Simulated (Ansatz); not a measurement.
# Te2Au (P-3m1): Migdal–Eliashberg transition temperature

Aim: the phonon-mediated transition temperature of Te2Au (P-3m1) at ambient pressure, over a range of μ*. The cell shown first is a relaxed one, from steps not shown here.

Method: DFT PBEsol, scalar-relativistic, plane waves, PAW, in Ansatz 0.2.0.

In doubt: the program doubts the meshes or the phonons of the coupling sums, which bears on λ, Tc and transport values.

### Step 1. The cell after earlier relaxation steps

The structure is trigonal, space group P-3m1 (No. 164). Conventional cell: a = 4.145 Å, b = 4.145 Å, c = 5.109 Å, α = 90.00°, β = 90.00°, γ = 120.00°. Nearest to Te lie 3 Au at 2.81 Å. Nearest to Au lie 6 Te at 2.81 Å. Farther neighbours and most contacts between anions are not listed.

### Step 2. Resistivity: q 3×3×2, k 6×6×4, scattering 12×12×8

The run that gives the couplings also evaluates McMillan's and Allen and Dynes's formulas and, where asked, the Eliashberg equations, over a range of μ*.

Contents of input.yaml:

```yaml
crystal:
  lattice:
    - [4.1451766548, 0.0, 0.0]
    - [-2.0725883274, 3.5898282863, 0.0]
    - [0.0, 0.0, 5.1085361921]
  atoms:
    - { symbol: Te, position: [0.6666666667, 0.3333333333, 0.2895749506] }
    - { symbol: Te, position: [0.3333333333, 0.6666666667, 0.7104250494] }
    - { symbol: Au, position: [0.0, 0.0, 0.0] }
kpoints:
  mp_grid: { grid: [6, 6, 4] }
hamiltonian:
  xc: pbesol
scf:
  occupations: { method: methfessel_paxton, width: 0.2 }
output:
  eigenvalues: true
phonons:
  method: dfpt
  qmesh: [3, 3, 2]
  temperatures: { t_max: 1000, t_step: 50 }
  qpath:
    path:
      - [[0.0, 0.0, 0.0], [0.5, 0.0, 0.0], [0.33333333, 0.33333333, 0.0], [0.0, 0.0, 0.0], [0.0, 0.0, 0.5], [0.5, 0.0, 0.5], [0.33333333, 0.33333333, 0.5], [0.0, 0.0, 0.5]]
      - [[0.5, 0.0, 0.5], [0.5, 0.0, 0.0]]
      - [[0.33333333, 0.33333333, 0.5], [0.33333333, 0.33333333, 0.0]]
    npoints: 10
  electrical_resistivity:
    mesh: [12, 12, 8]
    temperatures: [20.0, 50.0, 77.0, 100.0, 150.0, 200.0, 300.0, 400.0, 600.0, 800.0]
  superconductivity: { mesh: [12, 12, 8] }
```

Command:

```console
$ ansatz run input.yaml --threads 4 --pin off --max-ram 10240MiB --backend cpu --events-out ev --progress --plain --runs-dir out
```

Numbers of over 12 decimals in the logs are rounded to 6 here.

Output:

```text
Engine: ansatz 0.2.0, aarch64-unknown-linux-gnu
Pseudopotentials: kind: paw
Pseudopotential: Te, paw, valence charge 16, recommended cutoff 420 eV (normal), Te.paw.azcp
Pseudopotential: Au, paw, valence charge 19, recommended cutoff 420 eV (normal), Au.paw.azcp
Functional definition: PBEsol
  exchange = pbesol_x
  correlation = pbesol_c
Crystal: 3 atoms, lattice volume = 76.017 Å³
Basis set: ecut = 420 eV, 1469 PW (Γ), exchange–correlation on 60×60×72 points (8 copies of the dense FFT grid, shifted against one another)
Bands: 31, of which v1, the nominal top of the filled ones, is band 26 counted from 1 (25 counted from 0)
Symmetry: 12 space group operations
k-points: 24 of 144
Non-local potential: Te, projectors of the file, l = 0: 2, l = 1: 2, l = 2: 2, l = 3: 2
Non-local potential: Au, projectors of the file, l = 0: 3, l = 1: 2, l = 2: 2, l = 3: 1
PAW form: soft (Blöchl's): semilocal exchange-correlation on the pseudo side does not see the compensation charge
PAW frozen core: Te, regenerated for the run's functional, and the local potential with it (the file was generated under x = pbe(κ = 0.804, μ = 0.219515), c = pbe(β = 0.066725))
PAW frozen core: Au, regenerated for the run's functional, and the local potential with it (the file was generated under x = pbe(κ = 0.804, μ = 0.219515), c = pbe(β = 0.066725))
PAW one-centre angular grid: Te, 590 points (default); XC on 64 Gauss nodes
PAW one-centre angular grid: Au, 590 points (default); XC on 64 Gauss nodes
Initial density: superposition of atomic densities (neutral atoms: chi_scale 0, normalization atom), corrected by the library's trained network
Initial wavefunctions: pseudopotential atomic-orbital guess
Functional: x = pbesol(κ = 0.804, μ = 0.123457), c = pbesol(β = 0.046)
SCF iter   1: F=—  HF=-26810.430122 eV  |F-HF|=—  |Δ(HF+E_count)|=         —  Δρ=3.36e-3  dr2=8.28e-3  ethr=1.77e-3  ⟨swp⟩=6.2  Hψ=3035  notcnv=0
preconditioner: auto → LDOS  [metal: Δε(μ)=0.133 eV  Ē_g=9.517 eV  σ=0.200 eV  W_gap=0.50  n_scr=22 (ndim 8)  ℏωp=20.4 eV  f_vac=0.011  D(μ)=1.53/eV (n_scr^D=8)  β→1.0]
SCF iter   2: F=—  HF=-26810.428623 eV  |F-HF|=—  |Δ(HF+E_count)|=   1.50e-3  S|Δr|=    0.00e0  Δρ=2.20e-3  dr2=3.43e-3  ethr=1.62e-5  ⟨swp⟩=2.0  Hψ=1525  notcnv=0
preconditioner: auto → Resta (q_TF=auto, 2.553 Å⁻¹)  ε∞=5.6  [insulator: Δε(μ)=0.143 eV  Ē_g=9.540 eV  σ=0.200 eV  W_gap=0.53  n_scr=22 (ndim 8)  ℏωp=20.4 eV  f_vac=0.006  D(μ)=1.52/eV (n_scr^D=8)  ε∞_Penn≈5.6  β→0.5]
SCF iter   3: F=—  HF=-26810.427053 eV  |F-HF|=—  |Δ(HF+E_count)|=   1.57e-3  S|Δr|=    0.00e0  Δρ=4.60e-4  dr2=1.53e-4  ethr=6.72e-6  ⟨swp⟩=2.0  Hψ=1307  notcnv=0
SCF iter   4: F=—  HF=-26810.427091 eV  |F-HF|=—  |Δ(HF+E_count)|=   3.78e-5  S|Δr|=    0.00e0  Δρ=1.30e-4  dr2=1.48e-5  ethr=2.99e-7  ⟨swp⟩=2.0  Hψ=1000  notcnv=0
SCF iter   5: F=—  HF=-26810.427098 eV  |F-HF|=—  |Δ(HF+E_count)|=   7.90e-6  S|Δr|=    0.00e0  Δρ=4.85e-5  dr2=1.57e-6  ethr=2.91e-8  ⟨swp⟩=2.0  Hψ=1326  notcnv=0
SCF iter   6: F=—  HF=-26810.427093 eV  |F-HF|=—  |Δ(HF+E_count)|=   5.30e-6  S|Δr|=    0.00e0  Δρ=1.43e-5  dr2=1.71e-7  ethr=3.08e-9  ⟨swp⟩=2.3  Hψ=1096  notcnv=0
SCF iter   7: F=—  HF=-26810.427093 eV  |F-HF|=—  |Δ(HF+E_count)|=   5.07e-8  S|Δr|=    0.00e0  Δρ=4.51e-6  dr2=1.08e-8  ethr=3.35e-10  ⟨swp⟩=3.0  Hψ=1358  notcnv=0
SCF iter   8: F=—  HF=-26810.427093 eV  |F-HF|=—  |Δ(HF+E_count)|=   3.09e-9  S|Δr|=    0.00e0  Δρ=8.94e-7  dr2=7.91e-10  ethr=2.11e-11  ⟨swp⟩=2.4  Hψ=1099  notcnv=0
SCF iter   9: F=—  HF=-26810.427093 eV  |F-HF|=—  |Δ(HF+E_count)|=  1.82e-10  S|Δr|=    0.00e0  Δρ=1.80e-7  dr2=4.23e-11  ethr=1.55e-12  ⟨swp⟩=2.1  Hψ=1022  notcnv=0
SCF iter  10: F=-26810.427093 eV  HF=-26810.427093 eV  |F-HF|=7.28e-12  |Δ(HF+E_count)|=  1.82e-11  S|Δr|=    0.00e0  Δρ=3.58e-8  dr2=1.21e-12  ethr=1.00e-12  ⟨swp⟩=8.4  Hψ=3590  notcnv=0
SCF 1 converged in 10 iterations: F = -26810.427093 eV  dr2 = 1.21e-12
  greatest PAW one-centre occupation: 1.001 electrons in one spin orbital (limit 2), on the Au atom at site 2 (counted from 0), in its partial waves of l = 0
phonons: the bands overlap, so this run is a metal and interpolates without the dipole-dipole term. If the crystal is really an insulator or semiconductor, its LO-TO splitting is missing
NSCF: frozen V_eff on 24 k-points
WARN: eigensolver did not converge (k=13): 1 band(s) unlocked after 20 sweeps at ethr=1.80e-12 eV (storage-precision floor; scheduled 1.00e-12 eV) (lowest unlocked band 30, counted from 0; max residual 1.70e-5 eV among the unlocked bands, 1.70e-5 eV over every band; other slots of this pass that fall short are told together in one closing line; warning suppressed until the next SCF loop or pass starts)
NSCF: frozen V_eff on 47 k-points
DFPT response loops at q = (0, 0, 0) (fractional): preconditioner auto → Kerker (q_TF=auto, 2.553 Å⁻¹) (partly filled bands, converged f_vac=0.006); β = 1.00, the filter's whole step (`scf.mixing.beta` (0.50) is not read by the response loops under this deck's `scf.mixing.preconditioner`; to damp them name `kerker` or `kerker_dos`, under which they read `scf.mixing.beta`, and type it under 1.00, their step now; both keys bind the ground state too); Broyden in place of MSR1
NSCF: frozen V_eff on 94 k-points
[...]
mean free path at 100 K (of a tensor a third of its trace): 22.4 nm by what each carries, 19.8 by the Fermi surface alone
  Hall coefficient in a weak field at 100 K (a third of the trace): 2.002e-10 m³/C (how far it moves between the two finest meshes is not known); by each state's relaxation time: 2.129e-10 m³/C; by a constant relaxation time: 2.043e-10 m³/C
  mean free path at 150 K (of a tensor a third of its trace): 14.1 nm by what each carries, 12.6 by the Fermi surface alone
  Hall coefficient in a weak field at 150 K (a third of the trace): 2.005e-10 m³/C (how far it moves between the two finest meshes is not known); by each state's relaxation time: 2.131e-10 m³/C; by a constant relaxation time: 2.046e-10 m³/C
  mean free path at 200 K (of a tensor a third of its trace): 10.5 nm by what each carries, 9.35 by the Fermi surface alone
  Hall coefficient in a weak field at 200 K (a third of the trace): 2.011e-10 m³/C (how far it moves between the two finest meshes is not known); by each state's relaxation time: 2.137e-10 m³/C; by a constant relaxation time: 2.046e-10 m³/C
  mean free path at 300 K (of a tensor a third of its trace): 6.95 nm by what each carries, 6.22 by the Fermi surface alone
  Hall coefficient in a weak field at 300 K (a third of the trace): 2.019e-10 m³/C (how far it moves between the two finest meshes is not known); by each state's relaxation time: 2.142e-10 m³/C; by a constant relaxation time: 2.040e-10 m³/C
  mean free path at 400 K (of a tensor a third of its trace): 5.20 nm by what each carries, 4.66 by the Fermi surface alone
  Hall coefficient in a weak field at 400 K (a third of the trace): 2.022e-10 m³/C (how far it moves between the two finest meshes is not known); by each state's relaxation time: 2.140e-10 m³/C; by a constant relaxation time: 2.032e-10 m³/C
  mean free path at 600 K (of a tensor a third of its trace): 3.43 nm by what each carries, 3.09 by the Fermi surface alone
  Hall coefficient in a weak field at 600 K (a third of the trace): 2.020e-10 m³/C (how far it moves between the two finest meshes is not known); by each state's relaxation time: 2.132e-10 m³/C; by a constant relaxation time: 2.013e-10 m³/C
  mean free path at 800 K (of a tensor a third of its trace): 2.55 nm by what each carries, 2.30 by the Fermi surface alone
  Hall coefficient in a weak field at 800 K (a third of the trace): 2.013e-10 m³/C (how far it moves between the two finest meshes is not known); by each state's relaxation time: 2.119e-10 m³/C; by a constant relaxation time: 1.990e-10 m³/C
  the resistivity times a path that all electrons share, by the Fermi surface of the deck's mesh alone (a third of the trace): 9.976e-16 Ω·m²
  not converged in the mesh (λ; λ_tr; the resistivity at 20 K by 64.78 %; the resistivity at 50 K by 42.30 %; the resistivity at 77 K by 42.07 %; the resistivity at 100 K by 42.90 %; the resistivity at 150 K by 45.16 %; the resistivity at 200 K by 46.91 %; the resistivity at 300 K by 48.51 %; the resistivity at 400 K by 48.48 %; the resistivity at 600 K by 46.67 %; the resistivity at 800 K by 44.65 %): between neighb [...]
  vibrations of 18 cells: unjudged by the run; compare a larger repeat
  the changes of the potential over all sites missed a rigid shift's by 0.00 % (the site terms' by 0.03 %)
  at the force constants' own smearing the fine mesh and the k-points of their solves give squared frequencies that differ by 42.8 % of the larger at the most, at (0.3333, 0.3333, 0)
--- Superconductivity: potentials and phonons of a 3×3×2 supercell ---
           mesh         λ    ħω_log (meV)  μ* declared at (meV)
        12×12×8    0.6977           8.175                9.589
          6×6×4    0.9203           7.359                9.096
  λ by the species' shares of the modes' patterns: Te 0.5109, Au 0.1868
  with the Fermi level up to 17.9 meV (the hardest mode) off, states and modes as they are: density of states 0.6587 to 0.9143 /eV of one spin and cell, λ 0.6711 to 1.3717
  transition temperature on the deck's mesh (K), isotropic and anisotropic, restricted to the Fermi surface (FSR) and over the full bandwidth (FBW), and the last with the density of states resolved in a narrower window:
        μ*   McMillan   Allen–Dynes      iso. FSR      iso. FBW    aniso. FSR    aniso. FBW  narrow window
      0.08      3.828         3.984         3.768         3.993         3.985         4.986          4.997
      0.10      3.273         3.394         3.146         3.317         3.371         4.281          4.291
      0.12      2.752         2.845         2.582         2.708         2.810         3.624          3.634
      0.13      2.505         2.586         2.321         2.430         2.551         3.315          3.325
      0.14      2.268         2.338         2.076         2.169         2.306         3.021          3.030
      0.16      1.825         1.877         1.632         1.698         1.860         2.476          2.484
      0.20      1.079         1.106         0.926         0.960         1.137         1.576          1.581
  isotope coefficients −∂ln Tc/∂ln M under μ* = 0.13, the force constants as they are, of the isotropic transitions restricted to the Fermi surface and over the full bandwidth: Te 0.363 and 0.390, Au 0.045 and 0.048
  gaps at the Fermi level over the full bandwidth under μ* = 0.1, 1.070 K: 0.279 to 0.878 meV
  gaps at the Fermi level over the full bandwidth under μ* = 0.13, 0.829 K: 0.179 to 0.684 meV
  gaps at the Fermi level over the full bandwidth under μ* = 0.16, 0.619 K: 0.104 to 0.517 meV
  not converged in the mesh (λ, the transition temperature): between neighbouring meshes, the two finest first, λ moves by 31.90 % and the anisotropic transition temperature over the full bandwidth at μ* = 0.13 by 35.90 %; converged means that the two finest part by at most 2.00 % and 5.00 %
  vibrations of 18 cells: unjudged by the run; compare a larger repeat
  the changes of the potential over all sites missed a rigid shift's by 0.00 % (the site terms' by 0.03 %)
  at the force constants' own smearing the fine mesh and the k-points of their solves give squared frequencies that differ by 42.8 % of the larger at the most, at (0.3333, 0.3333, 0)
[key lines of the parts left out:]
SCF converged after 10 iterations
Free energy (F): -26810.427093 eV
Fermi energy:    12.849367 eV
```

The job ended after 12 min (4 threads of Arm Neoverse V2, shared host; peak memory 5.4 GiB).

The column dr2 measures how far the density is from self-consistency, as an energy; F and HF (Harris–Foulkes) agree once it is small.

This step gave:

| Quantity | Value |
| --- | --- |
| volume per atom | 25.34 Å³ |
| metallic on mesh | yes |
| gap on the k-mesh | 0 eV |
| zero point energy | 0.05193 eV/cell |
| share of imaginary modes in the plain interpolation between solved wavevectors | 0 |
| highest frequency, solved or plainly interpolated | 143.7 cm⁻¹ |
| Debye temperature (second moment) | 184 K |
| resistivity at 300 K | 15.98 μΩ cm, mean of the axes |
| coupling constant λ | 0.6977 |
| density of states at the Fermi level | 0.6747 states/eV a spin and cell |
| log mean phonon energy ħω_log | 8.175 meV |
| transport coupling constant λ_tr | 0.7944, 0.7944, 0.8206 (xx, yy, zz) |
| Drude plasma energy | 7.281, 7.281, 8.47 eV (xx, yy, zz) |
| resistivity times mean free path | 10.96, 10.96, 8.014 × 10⁻¹⁶ Ω m² (xx, yy, zz) |
| second-moment phonon energy ħω₂ | 9.589 meV |

Transition temperatures:

```tsv
μ*	McMillan Tc (K)	Allen–Dynes Tc (K)	isotropic Fermi-surface Tc (K)	isotropic full bandwidth Tc (K)	anisotropic Fermi-surface Tc (K)	anisotropic full bandwidth Tc (K)	anisotropic narrow window Tc (K)
0.08	3.83	3.98	3.77	3.99	3.99	4.99	5
0.1	3.27	3.39	3.15	3.32	3.37	4.28	4.29
0.12	2.75	2.84	2.58	2.71	2.81	3.62	3.63
0.13	2.5	2.59	2.32	2.43	2.55	3.32	3.32
0.14	2.27	2.34	2.08	2.17	2.31	3.02	3.03
0.16	1.82	1.88	1.63	1.7	1.86	2.48	2.48
0.2	1.08	1.11	0.926	0.96	1.14	1.58	1.58
```

The Eliashberg function α²F has structure finer than the step of the table below, so its rows give means over 0.5 meV, whole bins alone (the curve runs from 0.07 to 17.9 meV). Peaks (meV: height): α²F 7.50: 0.591, 8.62: 0.427, 15.21: 0.419, 16.48: 0.386; α²F tr 7.50: 0.695, 9.46: 0.510, 15.21: 0.456, 16.48: 0.403.

The Eliashberg function α²F by phonon energy; means over each step:

```tsv
phonon energy (meV)	α²F	α²F tr
0.5	0	0
1.0	6.0e-5	2.6e-5
1.5	3.2e-4	1.6e-4
2.0	0.00172	9.6e-4
2.5	0.00378	0.00272
3.0	0.00969	0.00934
3.5	0.0344	0.0375
4.0	0.0511	0.0556
4.5	0.0721	0.0792
5.0	0.157	0.188
5.5	0.175	0.206
6.0	0.207	0.234
6.5	0.275	0.312
7.0	0.426	0.499
7.5	0.549	0.643
8.0	0.389	0.445
8.5	0.381	0.439
9.0	0.381	0.450
9.5	0.396	0.481
10.0	0.301	0.357
10.5	0.230	0.261
11.0	0.173	0.200
11.5	0.0999	0.119
12.0	0.0246	0.0290
12.5	4.5e-4	5.3e-4
13.0	0	0
13.5	0.0120	0.0160
14.0	0.137	0.177
14.5	0.335	0.390
15.0	0.393	0.435
15.5	0.252	0.274
16.0	0.104	0.103
16.5	0.327	0.342
17.0	0.251	0.280
17.5	0.0987	0.111
```

The Eliashberg function α²F has structure finer than the step of the table below, so its rows give means over 0.5 meV, whole bins alone (the curve runs from 0.07 to 17.9 meV). Peaks (meV: height): α²F 7.50: 0.591, 8.62: 0.427, 15.21: 0.419, 16.48: 0.386; Te 7.50: 0.452, 9.46: 0.322, 14.79: 0.324, 16.48: 0.237; Au 7.50: 0.139, 8.62: 0.137, 15.21: 0.0981, 16.48: 0.148.

Table of Eliashberg function α²F by phonon energy; means over each step:

```tsv
phonon energy (meV)	α²F	Te	Au
0.5	0	0	0
1.0	6.0e-5	2.6e-5	5.8e-6
1.5	3.2e-4	1.8e-4	1.1e-4
2.0	0.00172	0.00103	6.7e-4
2.5	0.00378	0.00237	0.00139
3.0	0.00969	0.00684	0.00287
3.5	0.0344	0.0269	0.00750
4.0	0.0511	0.0407	0.0104
4.5	0.0721	0.0561	0.0160
5.0	0.157	0.117	0.0393
5.5	0.175	0.125	0.0492
6.0	0.207	0.142	0.0658
6.5	0.275	0.191	0.0845
7.0	0.426	0.314	0.111
7.5	0.549	0.418	0.132
8.0	0.389	0.285	0.105
8.5	0.381	0.265	0.115
9.0	0.381	0.277	0.104
9.5	0.396	0.303	0.0939
10.0	0.301	0.219	0.0815
10.5	0.230	0.158	0.0721
11.0	0.173	0.118	0.0558
11.5	0.0999	0.0732	0.0267
12.0	0.0246	0.0196	0.00494
12.5	4.5e-4	3.7e-4	7.8e-5
13.0	0	0	0
13.5	0.0120	0.0102	0.00175
14.0	0.137	0.105	0.0321
14.5	0.335	0.267	0.0683
15.0	0.393	0.305	0.0885
15.5	0.252	0.195	0.0565
16.0	0.104	0.0651	0.0393
16.5	0.327	0.206	0.122
17.0	0.251	0.184	0.0666
17.5	0.0987	0.0812	0.0176
```

Anisotropic full-bandwidth solution, weighted at the Fermi level. Gaps:

```tsv
mu*	T (K)	mean gap (meV)	5 % (meV)	95 % (meV)	mean Z
0.1	1.07	0.632	0.473	0.809	1.74
0.1	2.14	0.602	0.45	0.771	1.74
0.1	3.21	0.485	0.363	0.623	1.74
0.1	3.85	0.328	0.246	0.422	1.75
0.13	0.829	0.477	0.342	0.626	1.74
0.13	1.66	0.453	0.325	0.595	1.74
0.13	2.49	0.363	0.261	0.478	1.75
0.13	2.98	0.244	0.176	0.323	1.75
0.16	0.619	0.347	0.238	0.469	1.75
0.16	1.24	0.329	0.225	0.445	1.75
0.16	1.86	0.263	0.18	0.356	1.75
0.16	2.23	0.176	0.121	0.239	1.75
```

Table of dTc/da2F by phonon energy:

```tsv
phonon energy (meV)	dTc/da2F (K/meV)
1	-
2	4.90
3	4.54
4	4.09
5	3.68
6	3.33
7	3.02
8	2.77
9	2.54
10	2.35
11	2.17
12	2.03
13	1.89
14	1.77
15	1.66
16	1.56
17	1.47
```

The share of the Fermi-level states by lambda of a state:

```tsv
lambda of a state	share of the Fermi-level states
0.344	1.0e-4
0.376	3.0e-4
0.407	0.0019
0.438	0.0118
0.470	0.0386
0.501	0.0473
0.533	0.0271
0.564	0.0822
0.595	0.0793
0.627	0.0601
0.658	0.0971
0.690	0.0682
0.721	0.126
0.752	0.0932
0.784	0.0582
0.815	0.0465
0.847	0.041
0.878	0.0418
0.909	0
0.941	0.0583
0.972	0.0155
1.000	0.0058
1.030	0
1.070	2.0e-4
```

### Step 3. What came out

```yaml
meshes: q 3×3×2, k 6×6×4, scattering 12×12×8
coupling_constant_lambda: 0.698
log_mean_phonon_energy_omega_log: 8.18 meV
allen_dynes_tc_at_mu_star_0p1: 3.39 K
allen_dynes_tc_at_mu_star_0p13: 2.59 K
anisotropic_eliashberg_tc_at_mu_star_0p1: 4.28 K
anisotropic_eliashberg_tc_at_mu_star_0p13: 3.32 K
```

In words: In the last run (PBEsol, q 3×3×2, k 6×6×4, scattering 12×12×8), with λ = 0.70 and ħω_log = 8.18 meV, Tc at μ* = 0.13 is 2.5 K by McMillan's formula, 2.6 K by Allen and Dynes's and 3.3 K by the anisotropic Eliashberg equations. Raising μ* from 0.10 to 0.16 lowers the Allen–Dynes value from 3.4 to 1.9 K. The mean gap at a quarter of Tc gives 2Δ/k_B Tc = 3.33, against 3.53 in weak-coupling theory. The gap spreads from 0.34 to 0.63 meV over nine tenths of the Fermi surface. By the run's own test λ is not converged in the fine mesh: it moves by 32 % between the two finest. The run's transport test calls it not converged in the mesh; ρ(300 K) moves by 49 % in the component that moves most. In 1 of the runs shown, the last among them, the interpolated phonons dip below zero somewhere, which the program warns of. These meshes are coarse. No spin–orbit coupling, which matters for Au. μ* is a typed number, phonons are harmonic, and spin fluctuations are left out; at μ* = 0.13 McMillan's formula turns 1 % in λ into about 2.9 % in Tc.

[Logs are printed without paths, hosts, clocks, repeated set-up lines and the standing remarks that a program may print on its own settings, such as how far it seeks lower states.]

[Hosts, paths, dates, database ids (printed as entryN), source tags and the programs' standing remarks are cut or masked in the printed files.]
